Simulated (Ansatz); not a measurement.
## Phonon-limited resistivity of ordered AlNi: resistivity: other temperatures

Ansatz 0.2.0; DFT PBEsol, scalar-relativistic, plane waves, PAW.

The coarse run is repeated with another list of temperatures.

The structure was built from a prototype and need not be the compound's stable phase.

File input.yaml:

```yaml
crystal:
  lattice:
    - [2.8615494398, 0.0, 0.0]
    - [0.0, 2.8615494398, 0.0]
    - [0.0, 0.0, 2.8615180132]
  atoms:
    - { symbol: Al, position: [0.0, 0.0, 0.0] }
    - { symbol: Ni, position: [0.5, 0.5, 0.5] }
kpoints:
  mp_grid: { grid: [6, 6, 6] }
hamiltonian:
  xc: pbesol
scf:
  occupations: { method: methfessel_paxton, width: 0.2 }
output:
  eigenvalues: true
phonons:
  method: dfpt
  qmesh: [2, 2, 2]
  temperatures: { t_max: 1000, t_step: 50 }
  qpath:
    path:
      - [[0.0, 0.0, 0.0], [0.0, 0.50000183, 0.0], [0.50000183, 0.50000183, 0.0], [0.0, 0.0, 0.0], [0.50000183, 0.50000183, 0.49999634], [0.0, 0.50000183, 0.0]]
      - [[0.50000183, 0.50000183, 0.49999634], [0.50000183, 0.50000183, 0.0]]
    npoints: 10
  electrical_resistivity:
    mesh: [8, 8, 8]
    temperatures: [100.0, 300.0, 500.0, 700.0, 900.0, 1100.0, 1300.0]
  electron_occupations: "off"
```

Started as:

```bash
$ ansatz run input.yaml --threads 4 --pin off --max-ram 8192MiB --backend cpu --events-out ev --progress --plain --runs-dir out
```

Q: Predict the Debye temperature, resistivity at 300 K and resistivity against temperature.

Above the Debye range the phonon population grows as T, and so does the scattering: the resistivity is close to linear in T. λ = 2∫α²F(ω)/ω dω weights soft modes most: the lower half of the spectrum holds 61 % of the area but 76 % of λ.

The Eliashberg function α²F has structure finer than the step of the table below, so its rows give means over 2 meV, whole bins alone (the curve runs from 0.184 to 46.9 meV). Peaks (meV: height): α²F 20.0: 0.351, 23.0: 0.287, 44.3: 0.175; α²F tr 20.0: 0.515, 22.6: 0.398, 44.3: 0.196.

Numbers from this step:

| --- | --- |
| zero point energy | 0.08918 eV/cell |
| highest frequency, solved or plainly interpolated | 379.8 cm⁻¹ |
| Debye temperature (second moment) | 474 K |
| resistivity at 300 K | 6.91 μΩ cm |
| coupling constant λ | 0.2333 |
| log mean phonon energy ħω_log | 22.49 meV |
| transport coupling constant λ_tr | 0.3053, 0.3053, 0.3053 (xx, yy, zz) |
| Drude plasma energy | 6.462, 6.462, 6.462 eV (xx, yy, zz) |
| resistivity times mean free path | 8.276, 8.276, 8.276 × 10⁻¹⁶ Ω m² (xx, yy, zz) |
| second-moment phonon energy ħω₂ | 25.81 meV, from the broadened α²F curve |
| coupling λ by branch | 0.0689, 0.0666, 0.0481, 0.00972, 0.0159, 0.0241 (branches by rank of frequency) |

Table of Eliashberg function α²F by phonon energy; means over each step:

```csv
phonon energy (meV),α²F,α²F tr
4,2.9e-5,0
6,1.6e-4,7.4e-5
8,0.00103,5.4e-4
10,0.00336,0.00230
12,0.00920,0.00839
14,0.0326,0.0385
16,0.0878,0.129
18,0.163,0.244
20,0.287,0.416
22,0.227,0.306
24,0.0778,0.105
26,0,0
28,0,0
30,0,0
32,2.4e-4,3.5e-4
34,0.0150,0.0187
36,0.0531,0.0502
38,0.0696,0.0588
40,0.0630,0.0620
42,0.0872,0.0841
44,0.146,0.151
```

[Logs are printed without paths, hosts, clocks, repeated set-up lines and the standing remarks that a program may print on its own settings, such as how far it seeks lower states.]

[Hosts, paths, dates, database ids (printed as entryN), source tags and the programs' standing remarks are cut or masked in the printed files.]
